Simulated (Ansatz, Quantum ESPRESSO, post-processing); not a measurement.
# honeycomb SiC, 2 layers, AB' stacking: response to a perpendicular field, part 5 of 6

How does honeycomb SiC, 2 layers, AB' stacking respond to a gate-like field without added charge?

Quantum ESPRESSO 7.5; plane-wave DFT, LDA, GBRV ultrasoft pseudopotentials; geometry and cross-check by Ansatz 0.2.0 with PAW datasets.

So far. Step 13 (Band structure: field -0.2 V/Å): Upper empty bands that drop with the field can be states of the vacuum, held by the sawtooth; they depend on the cell's width. Step 13 (Band structure: field -0.2 V/Å): Along this path the valence top lies at K and the conduction bottom at M.

### 14. Valence density

plot_num = 0 writes the valence density.

Contents of f0.rho.in:

```
&inputpp
  prefix = 'f0'
  outdir = './out'
  filplot = 'f0.rho.dat'
  plot_num = 0
/
```

On the command line:

```sh
> OMP_NUM_THREADS=1 mpirun -n 2 pp.x -in f0.rho.in > f0.rho.out
```

Numbers of over 12 decimals in the logs are rounded to 6 here.

The log of the run:

```text
[banner, memory and clock lines left out]
Program POST-PROC v.7.5 starts

          URL

     ./out/f0.save/

     IMPORTANT: XC functional enforced from input :
     Exchange-correlation= PZ
                           (   1   1   0   0   0   0   0)
     Any further DFT definition will be discarded
     Please, verify this is what you really want

     negative rho (up, down):  6.136E-04 0.000E+00

     Adding external electric field

     Computed dipole along edir(3) :
        Dipole               -0.0000 Ry au,         -0.0000 Debye
        Dipole field         -0.0000 Ry au,

        Potential amp.        0.0000 Ry
        Total length         36.8270 bohr

     Calling punch_plot, plot_num =   0
     Writing data to file  f0.rho.dat
     Message from routine chdens:
     namelist plot not found or invalid, exiting
```

Elapsed: 1.1 s, on 2 MPI ranks of AMD EPYC 9R45, shared host; peak memory 0.12 GiB; 1.9 s of CPU time.

Read from the output:

* electrons by integration: 16.00 e

Mean over planes. Valence density, planar mean against z:

z (Å), valence density, planar mean (e/Å³) and a bar:
```
      4.5      0.000 
      5.0      0.000 
      5.5      0.001 
      6.0      0.005 
      6.5      0.022 #
      7.0      0.088 ####
      7.5      0.298 ##############
      8.0      0.608 ############################
      8.5      0.564 ##########################
      9.0      0.250 ###########
      9.5      0.073 ###
     10.0      0.026 #
     10.5      0.035 ##
     11.0      0.122 ######
     11.5      0.373 #################
     12.0      0.653 ##############################
     12.5      0.494 #######################
     13.0      0.190 #########
     13.5      0.051 ##
     14.0      0.012 #
     14.5      0.003 
     15.0      0.001 
     15.5      0.000 
     16.0      0.000
```

Valence density in the ca plane at fractional y = 0.333, with atoms of C within 0.2 Å of it. It is the smooth field of the valence electrons, not physical close to the nuclei.

Ten even steps from '0' (0.0 e/Å³) to '9' (1.7 e/Å³), each cell a mean:
```
00000000000000000000246521000012564100000000
00000000000000000001379841000014997200000000
00000000000000000001387851000015878310000000
00000000000000000001269841000014896200000000
00000000000000000000135420000012453100000000
00000000000000000000122210000001222100000000
00000000000000000000011110000001111000000000
00000000000000000000122210000001222100000000
```
Columns run along c (16.0 Å, from fractional 0.01 to 0.80 of the cell), rows up along a (3.1 Å). Atoms in or near the plane, at fractional coordinates: C at (0.40, 0.67), C at (0.60, 0.67).

The density integrates to 16.000 electrons, as the 16 of the input ask.

### 15. Density by pp.x

Contents of f2.rho.in:

```
&inputpp
  prefix = 'f2'
  outdir = './out'
  filplot = 'f2.rho.dat'
  plot_num = 0
/
```

On the command line:

```sh
> OMP_NUM_THREADS=1 mpirun -n 2 pp.x -in f2.rho.in > f2.rho.out
```

Run time: 1.1 s. Hardware: 2 MPI ranks; peak memory 0.12 GiB.

### 16. Charge moved by a field of 0.2 V/Å

Numbers from this step:

| Item | Value |
| --- | --- |
| largest charge moved across a plane | 0.001061 e/Å² |
| dipole step | -1.094 eV |

The planar mean oscillates, so the rows of the table below give means over windows of 1.35 Å about each position, cut where the curve ends. Its maxima inside the range that stand out by 2 % of the span (Å: e/Å³): 7.1: 7.9e-4, 8.5: 1.6e-4, 11.1: 7.1e-4, 12.3: 1.6e-4. Its minima: 8.0: -1.6e-4, 9.2: -7.1e-4, 11.8: -1.7e-4, 13.2: -8.0e-4.

The planar mean by z; means over each step:

| z (Å) | planar mean (e/Å³) |
| --- | --- |
| 2.03 | 2.8e-8 |
| 3.38 | 8.9e-7 |
| 4.73 | 2.4e-5 |
| 6.08 | 3.1e-4 |
| 7.43 | 4.2e-4 |
| 8.78 | -2.9e-4 |
| 10.13 | -1.4e-5 |
| 11.48 | 3.0e-4 |
| 12.83 | -4.0e-4 |
| 14.18 | -3.3e-4 |
| 15.53 | -2.3e-5 |
| 16.88 | -7.7e-7 |
| 18.23 | -2.0e-8 |

The running integral, electrons below z by z:

| z (Å) | running integral, electrons below z (e/Å²) |
| --- | --- |
| 3 | 9.9e-8 |
| 4 | 1.3e-6 |
| 5 | 1.5e-5 |
| 6 | 1.3e-4 |
| 7 | 6.8e-4 |
| 8 | 0.00102 |
| 9 | 9.0e-4 |
| 10 | 4.0e-4 |
| 11 | 7.9e-4 |
| 12 | 0.00101 |
| 13 | 8.1e-4 |
| 14 | 1.8e-4 |
| 15 | 2.0e-5 |
| 16 | 1.5e-6 |
| 17 | 1.1e-7 |

### 17. Polarisability from the dipole between 0 and 0.1 V/A

This step gave:

```
change of slope in the vacuum : 0.10000 eV/Å
polarisability a cell         : 3.592 Å³
sheet polarisability 4πα/A    : 5.462 Å
```

Table of change of the potential energy, second field less first by z:

| z (Å) | change of the potential energy, second field less first (eV) |
| --- | --- |
| 0.0 | -0.371 |
| 0.5 | -0.692 |
| 1.0 | -0.642 |
| 1.5 | -0.592 |
| 2.0 | -0.542 |
| 2.5 | -0.492 |
| 3.0 | -0.442 |
| 3.5 | -0.392 |
| 4.0 | -0.342 |
| 4.5 | -0.292 |
| 5.0 | -0.242 |
| 5.5 | -0.193 |
| 6.0 | -0.146 |
| 6.5 | -0.105 |
| 7.0 | -0.0759 |
| 7.5 | -0.0632 |
| 8.0 | -0.0601 |
| 8.5 | -0.0563 |
| 9.0 | -0.0527 |
| 9.5 | -0.0376 |
| 10.0 | -0.00958 |
| 10.5 | 0.0218 |
| 11.0 | 0.0451 |
| 11.5 | 0.0542 |
| 12.0 | 0.0570 |
| 12.5 | 0.0604 |
| 13.0 | 0.0658 |
| 13.5 | 0.0856 |
| 14.0 | 0.121 |
| 14.5 | 0.165 |
| 15.0 | 0.213 |
| 15.5 | 0.262 |
| 16.0 | 0.312 |
| 16.5 | 0.362 |
| 17.0 | 0.412 |
| 17.5 | 0.462 |
| 18.0 | 0.512 |
| 18.5 | 0.562 |
| 19.0 | 0.612 |
| 19.5 | 0.662 |
| 20.0 | 0.148 |

### 18. Dipole against field

Table of dipole along the normal, dipole moment by applied field:

| applied field (V/Å) | dipole along the normal, dipole moment (e·Å) |
| --- | --- |
| -0.200 | -0.0499 |
| 0.000 | 0 |
| 0.100 | 0.0249 |
| 0.200 | 0.0499 |

### 19. The same in Ansatz: field 0.1 V/Å

A second code with its own PAW datasets, on the same atoms.

Level of this step: plane-wave DFT, PBE, Ansatz PAW (Ansatz 0.2.0).

Contents of input.yaml:

```yaml
crystal:
  lattice:
    - [3.0890178998, 0.0, 0.0]
    - [-1.5445089499, 2.675167974, 0.0]
    - [0.0, 0.0, 20.3]
  atoms:
    - { symbol: C, position: [0.6666666667, 0.3333333333, 0.4043001418] }
    - { symbol: Si, position: [0.3333333333, 0.6666666667, 0.4045606703] }
    - { symbol: C, position: [0.6666666667, 0.3333333333, 0.5956999026] }
    - { symbol: Si, position: [0.0, 0.0, 0.5954392853] }
kpoints:
  mp_grid: { grid: [12, 12, 1] }
hamiltonian:
  xc: pbe
scf:
  occupations: { method: fermi_dirac, width: 0.054 }
  convergence: { dr2_threshold: 1.0e-09 }
efield:
  axis: 3
  dipole_correction: true
  ramp_position: 0.97
  ramp_width: 0.04
  amplitude: 0.1
output:
  write_potential: true
  write_density: true
  volumetric_format: npy
```

On the command line:

```sh
> ansatz run input.yaml --threads 2 --pin off --max-ram 4096MiB --backend cpu --events-out ev --progress --plain --runs-dir out
```

The log of the run:

```text
[...]
Crystal: 4 atoms, lattice volume = 167.752 Å³
Basis set: ecut = 420 eV, 3295 PW (Γ)
Bands: 12, of which v1, the nominal top of the filled ones, is band 8 counted from 1 (7 counted from 0)
Symmetry: 6 space group operations
k-points: 19 of 144 (time reversal used)
[...]
SCF iter   1: F=—  HF=-1777.712917 eV  |F-HF|=—  |Δ(HF+E_count)|=         —  Δρ=8.80e-2  dr2=1.84e1  ethr=3.10e-3  p=0.031 e·Å  D=3.40e-2 V/Å  ΔV_dip=-0.69 eV  dr2_dipole=3.61e-4  V_vac-E_F(+/−)=7.99/6.80 eV  ⟨swp⟩=8.7  Hψ=1947  notcnv=0
[...]
SCF iter  12: F=-1772.273540 eV  HF=-1772.273540 eV  |F-HF|=8.66e-11  |Δ(HF+E_count)|=  2.31e-10  Δρ=2.35e-7  dr2=1.41e-10  ethr=6.25e-12  p=0.025 e·Å  D=2.69e-2 V/Å  ΔV_dip=-0.55 eV  dr2_dipole=1.25e-13  V_vac-E_F(+/−)=4.57/3.24 eV  ⟨swp⟩=5.5  Hψ=957  notcnv=0
SCF 1 converged in 12 iterations: F = -1772.273540 eV  dr2 = 1.41e-10
[...]
SCF converged after 12 iterations
Free energy (F): -1772.273540 eV
[...]
Internal energy: -1772.273540 eV  (E = F + TS)
E sigma→0 (E₀):  -1772.273540 eV
Fermi energy:    -0.330539 eV
Dipole field:    D = 0.026851 V/Å  (p = 0.024892 e·Å, saw-weighted, corrected)
Work function:   not extracted (applied field tilts the vacuum); planar V_es + V_field profile in the machine report
[...]
--- Band table (eV; the first three rows and the last of 19) ---
  k-point 0: bands = [... 4 lower, -2.8257, -2.8257, -2.7059, -2.7059, 1.3565, 2.5379, 3.3553, 4.2625]
  k-point 1: bands = [... 4 lower, -3.3278, -3.2044, -2.9621, -2.8419, 1.5587, 2.7034, 3.5080, 4.4117]
  k-point 2: bands = [... 4 lower, -4.4143, -4.2678, -3.3002, -3.1788, 2.0064, 3.0753, 3.8737, 4.5171]
  k-point 18: bands = [... 4 lower, -7.1782, -7.0606, -1.6985, -1.1892, 0.9931, 1.1077, 5.1142, 5.1145]
```

Wall time 1.1 s (2 threads); peak memory 0.4 GiB; 2 s of CPU time.

Read from the output:

```
free energy             : -1772.2735 eV
Fermi energy            : -0.3305 eV
gap by band count       : 1.743 eV
dipole along the normal : 0.02489 e·Å
```

At 0.1 V/Å Ansatz's dipole is 0.0249 e Å against 0.0249 from pw.x, under another functional.

### 20. Cross-check with Ansatz: field -0.1 V/Å

input.yaml, as its differences from the input of step 19:

```diff
@@ -22,3 +22,3 @@
   ramp_width: 0.04
-  amplitude: 0.1
+  amplitude: -0.1
 output:
```

The log of the run:

```text
[...]
Crystal: 4 atoms, lattice volume = 167.752 Å³
Basis set: ecut = 420 eV, 3295 PW (Γ)
Bands: 12, of which v1, the nominal top of the filled ones, is band 8 counted from 1 (7 counted from 0)
Symmetry: 6 space group operations
k-points: 19 of 144 (time reversal used)
[...]
--- Band table (eV; the first three rows and the last of 19) ---
  k-point 0: bands = [... 4 lower, -2.8554, -2.8554, -2.7356, -2.7356, 1.3269, 2.5088, 3.3675, 4.2336]
  k-point 1: bands = [... 4 lower, -3.3575, -3.2341, -2.9918, -2.8716, 1.5291, 2.6744, 3.5203, 4.3916]
  k-point 2: bands = [... 4 lower, -4.4440, -4.2975, -3.3299, -3.2085, 1.9768, 3.0461, 3.8752, 4.4904]
  k-point 18: bands = [... 4 lower, -7.2079, -7.0903, -1.7282, -1.2189, 0.9634, 1.0780, 5.0845, 5.0848]
[key lines of the parts left out:]
SCF converged after 12 iterations
Free energy (F): -1772.273540 eV
Fermi energy:    -0.360237 eV
Dipole field:    D = -0.026852 V/Å  (p = -0.024893 e·Å, saw-weighted, corrected)
```

Wall time 1.1 s (2 threads); peak memory 0.4 GiB; 2 s of CPU time.

This step gave:

| Item | Value |
| --- | --- |
| Fermi energy | -0.3602 eV |
| dipole along the normal | -0.02489 e·Å |

### 21. Dipole against field, Ansatz

The dipole along the normal, dipole moment by applied field:

| applied field (V/Å) | dipole along the normal, dipole moment (e·Å) |
| --- | --- |
| -0.1000 | -0.0249 |
| 0.0000 | 3.9e-5 |
| 0.1000 | 0.0249 |

### 22. SCF with pw.x, with degauss = 0.05

How much does a setting matter? One run is repeated with a change.

Level of this step: plane-wave DFT, LDA, GBRV ultrasoft pseudopotentials (Quantum ESPRESSO 7.5).

Contents of f1.w0.in:

```
&control
  prefix = 'f1.w0'
  outdir = './out'
  pseudo_dir = './pseudo'
  calculation = 'scf'
  tprnfor = .true.
  tefield = .true.
  dipfield = .true.
/
&system
  ibrav = 0
  nat = 4
  ntyp = 2
  ecutwfc = 40
  ecutrho = 200
  occupations = 'smearing'
  smearing = 'fd'
  degauss = 0.05
  edir = 3
  emaxpos = 0.97
  eopreg = 0.04
  eamp = 0.00194469
/
&electrons
  conv_thr = 1e-09
  mixing_beta = 0.4
  electron_maxstep = 120
  mixing_mode = 'plain'
/
ATOMIC_SPECIES
  C   12.0110  c_lda_v1.2.uspp.F.UPF
  Si  28.0850  si_lda_v1.uspp.F.UPF
CELL_PARAMETERS angstrom
  3.08901789981043 -0.00000000000000 0.00000000000000
  -1.54450894990522 2.67516797398069 0.00000000000000
  0.00000000000000 0.00000000000000 20.30000000000000
ATOMIC_POSITIONS crystal
  C   0.666666666667 0.333333333333 0.404300141847
  Si  0.333333333333 0.666666666667 0.404560670325
  C   0.666666666667 0.333333333333 0.595699902563
  Si  -0.000000000000 -0.000000000000 0.595439285265
K_POINTS automatic
  12 12 1 0 0 0
```

On the command line:

```sh
> OMP_NUM_THREADS=1 mpirun -n 2 pw.x -nk 2 -in f1.w0.in > f1.w0.out
```

The log of the run:

```text
[banner, memory and clock lines left out]
Program PWSCF v.7.5 starts
[citation notice left out]

[...]
bravais-lattice index     =            0
     lattice parameter (alat)  =       5.8374  a.u.
     unit-cell volume          =    1132.0461 (a.u.)^3
     number of atoms/cell      =            4
     number of atomic types    =            2
     number of electrons       =        16.00
     number of Kohn-Sham states=           12
     kinetic-energy cutoff     =      40.0000  Ry
     charge density cutoff     =     200.0000  Ry
     scf convergence threshold =      1.0E-09
     mixing beta               =       0.4000
     number of iterations used =            8  plain     mixing
     Exchange-correlation= SLA  PZ   NOGX NOGC
                           (   1   1   0   0   0   0   0)

[...]
PseudoPot. # 1 for C  read from file:
     ./pseudo/c_lda_v1.2.uspp.F.UPF
     Pseudo is Ultrasoft + core correction, Zval =  4.0
     Generated by new atomic code, or converted to UPF format
     Using radial grid of  721 points,  4 beta functions with:
                l(1) =   0
                l(2) =   0
                l(3) =   1
                l(4) =   1
     Q(r) pseudized with  8 coefficients,  rinner =    1.100   1.100   1.100

     PseudoPot. # 2 for Si read from file:
     ./pseudo/si_lda_v1.uspp.F.UPF
     Pseudo is Ultrasoft + core correction, Zval =  4.0
     Generated by new atomic code, or converted to UPF format
     Using radial grid of  899 points,  6 beta functions with:
                l(1) =   0
                l(2) =   0
                l(3) =   1
                l(4) =   1
                l(5) =   2
                l(6) =   2
     Q(r) pseudized with  8 coefficients,  rinner =    0.900   0.900   0.900
                                                       0.900   0.900

     atomic species   valence    mass     pseudopotential
     C                 4.00    12.01100     C ( 1.00)
     Si                4.00    28.08500     Si( 1.00)

     No symmetry found

[...]
number of k points=    74  Fermi-Dirac smearing, width (Ry)=  0.0500
[...]
Dense  grid:    54035 G-vectors     FFT dimensions: (  27,  27, 180)

     Smooth grid:    38657 G-vectors     FFT dimensions: (  24,  24, 160)

     Initial potential from superposition of free atoms

     starting charge      15.9987, renormalised to      16.0000

     negative rho (up, down):  5.017E-04 0.000E+00

     Adding external electric field

     Computed dipole along edir(3) :
        Dipole                0.0000 Ry au,          0.0000 Debye
        Dipole field          0.0000 Ry au,

        E field amplitude [Ha a.u.]:  1.9447E-03
        Potential amp.        0.1432 Ry
        Total length         36.8270 bohr

     Starting wfcs are   16 randomized atomic wfcs

     per-process dynamical memory:    68.9 Mb

     Self-consistent Calculation

     iteration #  1     ecut=    40.00 Ry     beta= 0.40
     Davidson diagonalization with overlap
     ethr =  1.00E-02,  avg # of iterations =  3.0

     negative rho (up, down):  4.114E-04 0.000E+00

     Adding external electric field

     Computed dipole along edir(3) :
        Dipole                0.0763 Ry au,          0.1940 Debye
        Dipole field          0.0008 Ry au,

        E field amplitude [Ha a.u.]:  1.9447E-03
        Potential amp.        0.0808 Ry
        Total length         36.8270 bohr

     total energy              =     -41.94585957 Ry
     estimated scf accuracy    <       1.39007905 Ry

     iteration #  2     ecut=    40.00 Ry     beta= 0.40
[...]
negative rho (up, down):  4.558E-04 0.000E+00

[...]
Dipole               -0.0180 Ry au,         -0.0458 Debye
[...]
E field amplitude [Ha a.u.]:  1.9447E-03
[...]
total energy              =     -42.22969144 Ry
     estimated scf accuracy    <       0.04211972 Ry

     iteration #  3     ecut=    40.00 Ry     beta= 0.40
[...]
negative rho (up, down):  4.195E-04 0.000E+00

[...]
Dipole                0.1448 Ry au,          0.3681 Debye
[...]
E field amplitude [Ha a.u.]:  1.9447E-03
[...]
total energy              =     -42.22742883 Ry
     estimated scf accuracy    <       0.03466405 Ry

     iteration #  4     ecut=    40.00 Ry     beta= 0.40
[...]
negative rho (up, down):  3.053E-04 0.000E+00

[...]
Dipole                0.0632 Ry au,          0.1607 Debye
[...]
E field amplitude [Ha a.u.]:  1.9447E-03
[...]
total energy              =     -42.22896079 Ry
     estimated scf accuracy    <       0.03743864 Ry

     iteration #  5     ecut=    40.00 Ry     beta= 0.40
[...]
negative rho (up, down):  3.134E-04 0.000E+00

[...]
Dipole                0.0609 Ry au,          0.1548 Debye
[...]
E field amplitude [Ha a.u.]:  1.9447E-03
[...]
total energy              =     -42.23208092 Ry
     estimated scf accuracy    <       0.00159328 Ry

     iteration #  6     ecut=    40.00 Ry     beta= 0.40
[...]
negative rho (up, down):  2.987E-04 0.000E+00

[...]
Dipole                0.0612 Ry au,          0.1556 Debye
[...]
E field amplitude [Ha a.u.]:  1.9447E-03
[...]
total energy              =     -42.23219942 Ry
     estimated scf accuracy    <       0.00020959 Ry

[...]
iteration #  9     ecut=    40.00 Ry     beta= 0.40
[...]
negative rho (up, down):  2.982E-04 0.000E+00

[...]
Dipole                0.0619 Ry au,          0.1574 Debye
[...]
E field amplitude [Ha a.u.]:  1.9447E-03
[...]
total energy              =     -42.23231072 Ry
     estimated scf accuracy    <       0.00000013 Ry

     iteration # 10     ecut=    40.00 Ry     beta= 0.40
[...]
negative rho (up, down):  2.988E-04 0.000E+00

[...]
Dipole                0.0619 Ry au,          0.1573 Debye
[...]
E field amplitude [Ha a.u.]:  1.9447E-03
[...]
total energy              =     -42.23231074 Ry
     estimated scf accuracy    <       0.00000004 Ry

     iteration # 11     ecut=    40.00 Ry     beta= 0.40
[...]
negative rho (up, down):  2.989E-04 0.000E+00

[...]
Dipole                0.0619 Ry au,          0.1573 Debye
[...]
E field amplitude [Ha a.u.]:  1.9447E-03
[...]
total energy              =     -42.23231075 Ry
     estimated scf accuracy    <          9.8E-09 Ry

     iteration # 12     ecut=    40.00 Ry     beta= 0.40
[...]
negative rho (up, down):  2.993E-04 0.000E+00

[...]
Dipole                0.0619 Ry au,          0.1573 Debye
[...]
E field amplitude [Ha a.u.]:  1.9447E-03
[...]
End of self-consistent calculation

          k = 0.0000 0.0000 0.0000 (  4787 PWs)   bands (ev):

   -15.4918 -15.3689  -6.1069  -5.1277  -3.1911  -3.1911  -3.1628  -3.1628
     0.9775   2.2501   3.0774   3.9766

          k = 0.0000 0.0962 0.0000 (  4791 PWs)   bands (ev):

   -15.3765 -15.2545  -5.9838  -5.0119  -3.6860  -3.6451  -3.3276  -3.2974
     1.1729   2.4124   3.2250   4.1124

[...]
the Fermi energy is    -0.7555 ev

!    total energy              =     -42.23231075 Ry
     estimated scf accuracy    <          5.5E-10 Ry
     smearing contrib. (-TS)   =      -0.06910417 Ry
     internal energy E=F+TS    =     -42.16320658 Ry

     The total energy is F=E-TS. E is the sum of the following terms:
     one-electron contribution =    -307.32302836 Ry
     hartree contribution      =     157.25794070 Ry
     xc contribution           =     -15.84891261 Ry
     ewald contribution        =     123.75099191 Ry
     electric field correction =      -0.00019822 Ry

     convergence has been achieved in  12 iterations

     negative rho (up, down):  2.993E-04 0.000E+00

     Forces acting on atoms (cartesian axes, Ry/au):

     atom    1 type  1   force =     0.00000008    0.00000005   -0.00181961
     atom    2 type  2   force =     0.00000002   -0.00000004    0.00319717
     atom    3 type  1   force =    -0.00000015   -0.00000002    0.00105594
     atom    4 type  2   force =     0.00000005    0.00000002   -0.00243350

     Total force =     0.004535     Total SCF correction =     0.000014

[...]
```

Run time: 20 s. Hardware: 2 MPI ranks; peak memory 0.27 GiB; 39 s of CPU time.

The changed values were drawn from a wide range, not chosen for quality; the comparison shows what they did here together.

Beside the run it was changed from:

| quantity | this run | unchanged run | difference |
| --- | --- | --- | --- |
| dipole along the normal (e·Å) | 0.03275 | 0.02494 | 0.0078 |
| free energy (eV) | -574.5999 | -574.3366 | -0.26 |
| wall time (s) | 20 | 17 |  |
| SCF iterations | 12 | 8 |  |

The free energy moves by -66 meV an atom.

This run starts from superposed atoms, the unchanged one from a saved density, so their iteration counts don't compare.

The free energy holds the smearing's entropy term, so it moves with degauss by construction.

The physical values in this table move by up to 31 %.

(Continued in part 6 of 6.)

[Logs are printed without paths, hosts, clocks, repeated set-up lines and the standing remarks that a program may print on its own settings, such as how far it seeks lower states.]

[Hosts, paths, dates, database ids (printed as entryN), source tags and the programs' standing remarks are cut or masked in the printed files.]

[Maps of the electrostatic potential energy from Ansatz leave out the sawtooth potential of an applied field or a dipole correction, so their vacuum need not be flat; planar profiles and work functions include it.]
